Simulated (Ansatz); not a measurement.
# Lattice dynamics of (KCl)2(PbTe)2 [001] superlattice, started as rocksalt type

How does (KCl)2(PbTe)2 [001] superlattice, started as rocksalt type vibrate, and is this structure a minimum?

Method: DFT LDA, scalar-relativistic, plane waves, PAW, in Ansatz 0.2.0.

Most raw output is cut from this account.

The structure was built from a prototype and need not be the compound's stable phase.

## Step 1: The starting structure

It takes space group P4/nmm (No. 129, tetragonal). The conventional cell has a = 4.508 Å, b = 4.508 Å, c = 12.750 Å, α = 90.00°, β = 90.00°, γ = 90.00°. Cl has 5 K at 3.19 Å and 1 Pb at 3.19 Å nearest. K has 5 Cl at 3.19 Å and 1 Te at 3.19 Å nearest. Nearest to Pb lie 1 Cl at 3.19 Å and 5 Te at 3.19 Å. Nearest to Te lie 5 Pb at 3.19 Å and 1 K at 3.19 Å. Farther neighbours and most contacts between anions are not listed.

## Step 2: Bringing the structure to rest

The cell and atoms are relaxed, since residual forces and stress would shift the frequencies.

File input.yaml:

```yaml
crystal:
  lattice:
    - [3.1875, 3.1875, 0.0]
    - [-3.1875, 3.1875, 0.0]
    - [0.0, 0.0, 12.75]
  atoms:
    - { symbol: Cl, position: [0.5, 0.5, 0.0] }
    - { symbol: Cl, position: [0.0, 0.0, 0.25] }
    - { symbol: K, position: [0.0, 0.0, 0.0] }
    - { symbol: K, position: [0.5, 0.5, 0.25] }
    - { symbol: Pb, position: [0.0, 0.0, 0.5] }
    - { symbol: Pb, position: [0.5, 0.5, 0.75] }
    - { symbol: Te, position: [0.5, 0.5, 0.5] }
    - { symbol: Te, position: [0.0, 0.0, 0.75] }
kpoints:
  mp_grid: { grid: [6, 6, 2] }
hamiltonian:
  xc: lda
scf:
  occupations: { method: gaussian, width: 0.02 }
output:
  forces: true
  stress: true
  eigenvalues: true
relax:
  adjacent_minimum: "off"
  f_tol: 0.005
  max_steps: 80
  cell: { stress_tol: 0.05 }
```

On the command line:

```bash
ansatz run input.yaml --threads 8 --pin off --max-ram 14336MiB --backend cpu --events-out ev --progress --plain --runs-dir out
```

Run time: 17 s. Hardware: 8 threads of Intel Xeon Platinum 8375C at 2.90GHz (Ice Lake), shared host; peak memory 1.2 GiB; 2.1 min of CPU time.

Relaxation path:

| step | energy less that of the first step (eV) | largest force component (eV/Å) | pressure (GPa) | volume (Å³) |
| --- | --- | --- | --- | --- |
| 1 | 0.0000 | 0.5123 | -1.08 | 259.08 |
| 2 | -0.0836 | 0.3628 | 0.60 | 249.57 |
| 3 | -0.1233 | 0.0672 | -0.09 | 251.90 |
| 4 | -0.1253 | 0.0291 | 0.01 | 251.26 |
| 5 | -0.1256 | 0.0047 | -0.02 | 251.73 |
| 6* | -0.1249 | 0.0047 | -0.03 | 251.73 |

Relaxation steps marked * repeat the geometry before them on a plane-wave basis chosen anew for their cell, so energy and pressure can jump there.

The run keeps the 16 symmetry operations that it works with, so distortions that break them were not tested.

```
conventional cell, symmetrised  before   after  change
                         a (Å)   4.508   4.464  -1.0 %
                         b (Å)   4.508   4.464  -1.0 %
                         c (Å)  12.750  12.631  -0.9 %
              volume (Å³/atom)   32.39   31.47  -2.8 %
```

The atoms that moved most (Å, as changes of fractional coordinates times the final cell):

```csv
atom,dx,dy,dz,length
K4,0.000,0.000,-0.131,0.131
K3,0.000,0.000,0.131,0.131
Pb6,0.000,0.000,-0.049,0.049
Pb5,0.000,0.000,0.049,0.049
Te8,0.000,0.000,-0.048,0.048
Te7,0.000,0.000,0.048,0.048
Cl1,0.000,0.000,0.010,0.010
Cl2,0.000,0.000,-0.010,0.010
```

Numbers from this step:

| Quantity | Value |
| --- | --- |
| pressure | -0.02604 GPa |
| gap on the k-mesh | 1.525 eV |
| volume per atom | 31.47 Å³ |
| direct gap on mesh | 1.525 eV |

In this step the volume went from 32.39 to 31.47 Å³/atom.

## Step 3: Tight relaxation

Phonons need a cell at rest on their own settings, so the relaxation is repeated with tight tolerances on forces and stress on the k mesh and occupations of the first response run.

File input.yaml:

```yaml
crystal:
  lattice:
    - [3.1567393764, 3.1567393764, 0.0]
    - [-3.1567393764, 3.1567393764, 0.0]
    - [0.0, 0.0, 12.6309033492]
  atoms:
    - { symbol: Cl, position: [0.5, 0.5, 0.0008238582] }
    - { symbol: Cl, position: [0.0, 0.0, 0.2491761418] }
    - { symbol: K, position: [0.0, 0.0, 0.010389838] }
    - { symbol: K, position: [0.5, 0.5, 0.239610162] }
    - { symbol: Pb, position: [0.0, 0.0, 0.5038630222] }
    - { symbol: Pb, position: [0.5, 0.5, 0.7461369778] }
    - { symbol: Te, position: [0.5, 0.5, 0.5038334159] }
    - { symbol: Te, position: [0.0, 0.0, 0.7461665841] }
kpoints:
  mp_grid: { grid: [8, 8, 2] }
hamiltonian:
  xc: lda
scf:
  occupations: { method: fixed }
output:
  forces: true
  stress: true
  eigenvalues: true
relax:
  adjacent_minimum: "off"
  f_tol: 0.001
  max_steps: 60
  cell: { stress_tol: 0.01 }
```

Elapsed: 17 s, on 8 threads; peak memory 1.2 GiB.

Little changed from the start: no atom moved by 0.005 Å and no cell edge by 0.1 %.

Numbers from this step:

| Item | Value |
| --- | --- |
| pressure | 4.85e-5 GPa |
| gap on the k-mesh | 1.392 eV |
| volume per atom | 31.46 Å³ |
| direct gap on mesh | 1.400 eV |

The largest force component left is 0.59 meV/Å and the pressure is 0.000 GPa, within the tolerances set. The cell now holds 31.46 Å³/atom.

## Step 4: Linear response at the zone centre

The zone centre is the only wavevector solved here; it holds the modes that light can see, as far as symmetry allows. The response to a homogeneous field gives the Born charges and the dielectric tensor, and its change with displacement the Raman tensors.

File input.yaml:

```yaml
crystal:
  lattice:
    - [3.1562203636, 3.1562203636, 0.0]
    - [-3.1562203636, 3.1562203636, 0.0]
    - [0.0, 0.0, 12.6303521714]
  atoms:
    - { symbol: Cl, position: [0.5, 0.5, 0.0008060026] }
    - { symbol: Cl, position: [0.0, 0.0, 0.2491939974] }
    - { symbol: K, position: [0.0, 0.0, 0.0104717352] }
    - { symbol: K, position: [0.5, 0.5, 0.2395282648] }
    - { symbol: Pb, position: [0.0, 0.0, 0.5039049845] }
    - { symbol: Pb, position: [0.5, 0.5, 0.7460950155] }
    - { symbol: Te, position: [0.5, 0.5, 0.5039284582] }
    - { symbol: Te, position: [0.0, 0.0, 0.7460715418] }
kpoints:
  mp_grid: { grid: [8, 8, 2] }
hamiltonian:
  xc: lda
scf:
  occupations: { method: fixed }
output:
  eigenvalues: true
phonons:
  method: dfpt
  dielectric: true
  rigid_motions: translations
  raman: true
```

Elapsed: 24 min, on 8 threads; peak memory 5.6 GiB.

This step gave:

- sum-rule residual before enforcement: 7.12e-5 eV/Å²
- miss of the charge sum rule: 0.03822 e
- estimated error of the dielectric tensor: 0.1561
- estimated error of the Born charges: 0.04082 e
- point group: 4/mmm
- highest optical mode at the zone centre (no LO-TO term): 157.1 cm⁻¹
- lowest optical zone-centre mode: 23.07 cm⁻¹
- mean high-frequency dielectric constant: 13.54
- largest Born charge (third of the trace): 4.681 e
- mean static dielectric constant: 53.20
- top of the zone-centre spectrum with the field: 204.8 cm⁻¹

Without the LO-TO term. Patterns of degenerate modes are one choice out of their space. The modes at Γ (shares of kinetic energy by element, %):

```
mode  frequency (cm⁻¹)  symmetry  Cl %  K %  Pb %  Te %
   1               0.0  acoustic     9   10    51    31
   2               0.0  acoustic     9   10    51    31
   3               0.0  acoustic     9   10    51    31
   4              23.1        Eu    35   46     7    12
   5              23.1        Eu    35   46     7    12
   6              29.5        Eg     1    1    77    22
   7              29.5        Eg     1    1    77    22
   8              46.0       A1g     2    2    71    25
   9              46.8        Eg    45   53     1     2
  10              46.8        Eg    45   53     1     2
  11              61.8        Eu     0    1    43    56
  12              61.8        Eu     0    1    43    56
  13              74.8       A2u    52   19    29     0
  14              87.5        Eg     0    0    22    77
  15              87.5        Eg     0    0    22    77
  16              99.3       A1g     2    6    29    64
  17             116.5        Eu    56   44     0     0
  18             116.5        Eu    56   44     0     0
  19             119.7        Eg    54   46     0     0
  20             119.7        Eg    54   46     0     0
  21             120.7       A2u     6    6    19    68
  22             144.8       A1g    95    0     0     4
  23             153.6       A1g     1   91     0     7
  24             157.1       A2u    34   65     1     0
```

Displacements in mode 4 (23.1 cm⁻¹), the largest set to 1:
```
Cl1 -0.25  0.91  0.00
Cl2 -0.25  0.91  0.00
K3  -0.27  1.00  0.00
K4  -0.27  1.00  0.00
Pb5  0.05 -0.17  0.00
Pb6  0.05 -0.17  0.00
Te7  0.08 -0.29  0.00
Te8  0.08 -0.29  0.00
```

Displacements in mode 17 (116.5 cm⁻¹), the largest set to 1:
```
Cl1  0.09  1.00  0.00
Cl2  0.09  1.00  0.00
K3  -0.08 -0.84  0.00
K4  -0.08 -0.84  0.00
Pb5  0.00 -0.01  0.00
Pb6  0.00 -0.01  0.00
Te7  0.00  0.00  0.00
Te8  0.00  0.00  0.00
```

Optical modes at the zone centre, without and with the macroscopic field of the longitudinal modes; each column is sorted by frequency, so a row need not hold one and the same mode. Modes with and without the field, by row:

| rank among optical modes | no field (cm⁻¹) | q along (1, 0, 0) (cm⁻¹) | q along (0, 0, 1) (cm⁻¹) |
| --- | --- | --- | --- |
| 1 | 23.1 | 23.1 | 23.1 |
| 2 | 23.1 | 23.9 | 23.1 |
| 3 | 29.5 | 29.5 | 29.5 |
| 4 | 29.5 | 29.5 | 29.5 |
| 5 | 46 | 46 | 46 |
| 6 | 46.8 | 46.8 | 46.8 |
| 7 | 46.8 | 46.8 | 46.8 |
| 8 | 61.8 | 61.8 | 61.8 |
| 9 | 61.8 | 74.8 | 61.8 |
| 10 | 74.8 | 87.5 | 87.3 |
| 11 | 87.5 | 87.5 | 87.5 |
| 12 | 87.5 | 99.3 | 87.5 |
| 13 | 99.3 | 103.7 | 99.3 |
| 14 | 116.5 | 116.5 | 116.5 |
| 15 | 116.5 | 119.7 | 116.5 |
| 16 | 119.7 | 119.7 | 119.7 |
| 17 | 119.7 | 120.7 | 119.7 |
| 18 | 120.7 | 135.9 | 122.3 |
| 19 | 144.8 | 144.8 | 144.8 |
| 20 | 153.6 | 153.6 | 153.6 |
| 21 | 157.1 | 157.1 | 204.8 |

Born charge (rows field, columns displacement) (e), principal values of the symmetric part by kind of site:

```csv
atom,atoms with these values,low,middle,high,mean
Cl1,2,-2.16,-1.09,-1.09,-1.45
K3,2,1.06,1.06,1.61,1.24
Pb5,2,1.59,6.23,6.23,4.68
Te7,2,-6.20,-6.20,-1.03,-4.48
```

In full for K3:

```
1.06 0.00 0.00
0.00 1.06 0.00
0.00 0.00 1.61
```

High-frequency dielectric tensor:

```
18.13  0.00  0.00
 0.00 18.13  0.00
 0.00  0.00  4.35
```

Static dielectric tensor (ions relaxed, fixed cell):

```
74.62  0.00  0.00
 0.00 74.62  0.00
 0.00  0.00 10.35
```

Transverse modes. Lines of the infrared spectrum (strongest = 100):

| position (cm⁻¹) | relative intensity |
| --- | --- |
| 23 | 1.6 |
| 30 | 0.0 |
| 46 | 0.0 |
| 47 | 0.0 |
| 62 | 100 |
| 75 | 4.7 |
| 88 | 0.0 |
| 99 | 0.0 |
| 116 | 14 |
| 120 | 0.0 |
| 121 | 1.0 |
| 145 | 0.0 |
| 154 | 0.0 |
| 157 | 17 |

Activity x (w_L - w)^4 (n + 1)/w, 532 nm, 300 K; the tensors are static ones, while 532 nm light lies above the computed direct gap, where resonance would change the heights; modes without the macroscopic field alone. Raman lines, with heights relative to the strongest:

```csv
position (cm⁻¹),relative intensity
23,0.0
30,1.8
46,60
47,0.3
62,0.0
75,0.0
88,2.1
99,100
116,0.0
120,0.1
121,0.0
145,0.3
154,5.2
157,0.0
```

Before it was imposed, the acoustic sum rule was missed by 7.1e-5 eV/Å² and the charge sum rule by 0.038 e. The charge miss is large and points to the mesh or the basis. The lowest optical mode is real, 23.1 cm⁻¹.

The log warns of the k mesh: “the force constants stand on the 8×8×2 k-mesh, whose period is 7.94 times the interband length at k = (0.0000, -0.5000, -0.5000), direct gap 1.527 eV, under 14: take them and everything formed from them as unconverged”.

## Step 5: Another isotope, element Cl, natural mass 35.45 amu

An isotope changes the mass and not the force constants, so no new electronic calculation is needed; the shifts show which modes move this element.

The same force constants with the mass of Cl changed from 35.450 to 36.966 u (phonopy, no LO-TO term). Both lists are sorted by frequency; levels can cross, so a row need not hold one and the same mode. Modes under 3 cm⁻¹ are left out. Isotope shifts, by row:

```
    q  rank  natural mass (cm⁻¹)  changed mass (cm⁻¹)
0 0 0     4                23.07                 22.9
0 0 0     5                23.07                 22.9
0 0 0     6                29.49                29.49
0 0 0     7                29.49                29.49
0 0 0     8                45.95                45.94
0 0 0     9                46.82                46.38
0 0 0    10                46.82                46.38
0 0 0    11                 61.8                61.79
0 0 0    12                 61.8                61.79
0 0 0    13                74.79                73.98
0 0 0    14                87.48                87.48
0 0 0    15                87.48                87.48
0 0 0    16                99.27                99.23
0 0 0    17                116.5                115.1
0 0 0    18                116.5                115.1
0 0 0    19                119.7                118.4
0 0 0    20                119.7                118.4
0 0 0    21                120.7                120.5
0 0 0    22                144.8                  142
0 0 0    23                153.6                153.6
0 0 0    24                157.1                  156
```

A mode of this element alone would shift by -2.07 %. The highest zone-centre frequency without the field goes from 157.1 to 156.0 cm⁻¹ (-0.7 %). The product of the frequency ratios over all optical modes at Γ is 0.887; the product rule, (m/m′)^(3k/2) (M′/M)^(3/2) with k = 2 such atoms and M the mass of the cell, gives 0.887.

## Step 6: Isotope substitution, element K, natural mass 39.0983 amu

The same for K, from 39.10 to 40.96 u.

The same force constants with the mass of K changed from 39.098 to 40.962 u (phonopy, no LO-TO term). Both lists are sorted by frequency; levels can cross, so a row need not hold one and the same mode. Modes under 3 cm⁻¹ are left out. Isotope shifts, by row:

```csv
q,rank,natural mass (cm⁻¹),changed mass (cm⁻¹)
0 0 0,4,23.07,22.82
0 0 0,5,23.07,22.82
0 0 0,6,29.49,29.49
0 0 0,7,29.49,29.49
0 0 0,8,45.95,45.92
0 0 0,9,46.82,46.23
0 0 0,10,46.82,46.23
0 0 0,11,61.8,61.78
0 0 0,12,61.8,61.78
0 0 0,13,74.79,74.45
0 0 0,14,87.48,87.47
0 0 0,15,87.48,87.47
0 0 0,16,99.27,99.13
0 0 0,17,116.5,115.3
0 0 0,18,116.5,115.3
0 0 0,19,119.7,118.5
0 0 0,20,119.7,118.5
0 0 0,21,120.7,120.5
0 0 0,22,144.8,144.8
0 0 0,23,153.6,150.4
0 0 0,24,157.1,154.7
```

A mode of this element alone would shift by -2.30 %. The highest zone-centre frequency without the field goes from 157.1 to 154.7 cm⁻¹ (-1.5 %). The product of the frequency ratios over all optical modes at Γ is 0.875; the product rule, (m/m′)^(3k/2) (M′/M)^(3/2) with k = 2 such atoms and M the mass of the cell, gives 0.876.

## Step 7: Isotope substitution, element Pb, natural mass 207.2 amu

The same for Pb, from 207.20 to 203.97 u.

A mode of this element alone would shift by +0.79 %. The highest zone-centre frequency without the field goes from 157.1 to 157.1 cm⁻¹ (+0.0 %). The product of the frequency ratios over all optical modes at Γ is 1.036; the product rule, (m/m′)^(3k/2) (M′/M)^(3/2) with k = 2 such atoms and M the mass of the cell, gives 1.036.

## Step 8: Another isotope, element Te, natural mass 127.6 amu

The same for Te, from 127.60 to 129.91 u.

A mode of this element alone would shift by -0.89 %. The highest zone-centre frequency without the field goes from 157.1 to 157.1 cm⁻¹ (+0.0 %). The product of the frequency ratios over all optical modes at Γ is 0.955; the product rule, (m/m′)^(3k/2) (M′/M)^(3/2) with k = 2 such atoms and M the mass of the cell, gives 0.956.

## Step 9: Outcome

```yaml
space_group_after_relaxation_within_0p01_a: P4/nmm
volume_per_atom: 31.5 Å³
gap_on_the_k_mesh: 1.39 eV
highest_optical_mode_at_the_zone_centre_no_lo_to_term: 157 cm⁻¹
top_of_the_zone_centre_spectrum_with_the_field: 205 cm⁻¹
lowest_optical_zone_centre_mode: 23.1 cm⁻¹
mean_high_frequency_dielectric_constant: 13.5
mean_static_dielectric_constant: 53.2
largest_born_charge_third_of_the_trace: 4.68 e
imaginary_modes_at_gamma_the_only_wavevector_solved: none
```

**Reading.** The structure is stable against zone-centre distortions, since no mode there is imaginary; other wavevectors were not solved, so zone-boundary instabilities are untested. Without the field, the optical modes at Γ span 23 to 157 cm⁻¹. No dispersion was computed. The highest mode in this list at Γ, 157.1 cm⁻¹, has its largest share on K (65 % of the kinetic energy). With the macroscopic field of the longitudinal modes the top of the zone-centre spectrum lies at 205 cm⁻¹, against 157 cm⁻¹ without it. Lattice motion raises the mean dielectric constant from 13.54 to 53.20. The strongest infrared line is at 62 cm⁻¹. Averaged over orientations, the strongest Raman line at 532 nm and 300 K is at 99 cm⁻¹. The tensors are the static, non-resonant ones, while 532 nm light (2.33 eV) lies above the computed gap. With the field response the log warns that the k mesh is coarse for the force constants too, so the frequencies may not be converged. Spin-orbit coupling is left out, which can matter for the heavy elements here. The starting cell was built on a prototype and not taken from a measurement, so the phase need not exist. These are harmonic frequencies at zero temperature: anharmonic shifts, linewidths and thermal expansion are left out.

[Logs are printed without paths, hosts, clocks, repeated set-up lines and the standing remarks that a program may print on its own settings, such as how far it seeks lower states.]

[Hosts, paths, dates, database ids (printed as entryN), source tags and the programs' standing remarks are cut or masked in the printed files.]
